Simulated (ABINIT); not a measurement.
Planning a run of ABINIT 10.8.3 on KHF2 (I4/mcm). The input:

```
acell 3*1.0 Angstrom
rprim 
  -2.835000000000 2.835000000000 3.405000000000
  2.835000000000 -2.835000000000 3.405000000000
  2.835000000000 2.835000000000 -3.405000000000
ntypat 3
znucl 19 1 9
natom 8
typat 1 1 2 2 3 3 3 3
xred 
  0.250000000000 0.250000000000 -0.000000000000
  0.750000000000 0.750000000000 -0.000000000000
  0.500000000000 0.000000000000 0.500000000000
  0.000000000000 0.500000000000 0.500000000000
  0.640800000000 0.140800000000 0.781600000000
  0.140800000000 0.359200000000 0.500000000000
  0.359200000000 0.859200000000 0.218400000000
  0.859200000000 0.640800000000 0.500000000000
pp_dirpath "pseudos"
pseudos "K.upf, H.upf, F.upf"
ecut 36
ngkpt 2 2 2
nshiftk 1
shiftk 0 0 0
kptopt 1
chksymbreak 0
istwfk *1
occopt 1
irdwfk 1
optdriver 3
nband 139
ecuteps 2.6
inclvkb 2
awtr 1
symchi 1
gwcalctyp 1
nfreqre 0
nfreqim 8
gwrpacorr 1
indata_prefix "in"
outdata_prefix "out"
tmpdata_prefix "tmp"
```

```sh
OMP_NUM_THREADS=1 mpirun -n 4 abinit run.abi > log
```

**Question.** Estimate wall time and host memory on 4 MPI ranks of Arm Neoverse V1, shared host.

It took 65 s; on shared hardware allow 32 s to 2.2 min. Peak host memory was 3.5 GiB.

[Paths, hosts, dates, memory and timing lines, banners, echoed tables and standing remarks are left out of the program output.]

[Logs are printed without paths, hosts, clocks, repeated set-up lines and the standing remarks that a program may print on its own settings, such as how far it seeks lower states.]

[Runs of the session that timed out or met a known fault of the program may be left out.]

[Hosts, paths, dates, database ids (printed as entryN), source tags and the programs' standing remarks are cut or masked in the printed files.]

[G0W0 gaps are taken among the corrected bands and points alone; a level outside them can change the order at an edge.]

[Where Ansatz stands beside ABINIT at settings called matched, ABINIT's density can come from a denser mesh and the files from another edition; pairs whose starting gaps differed by over 0.03 eV were left out, so agreement reads better than it is.]
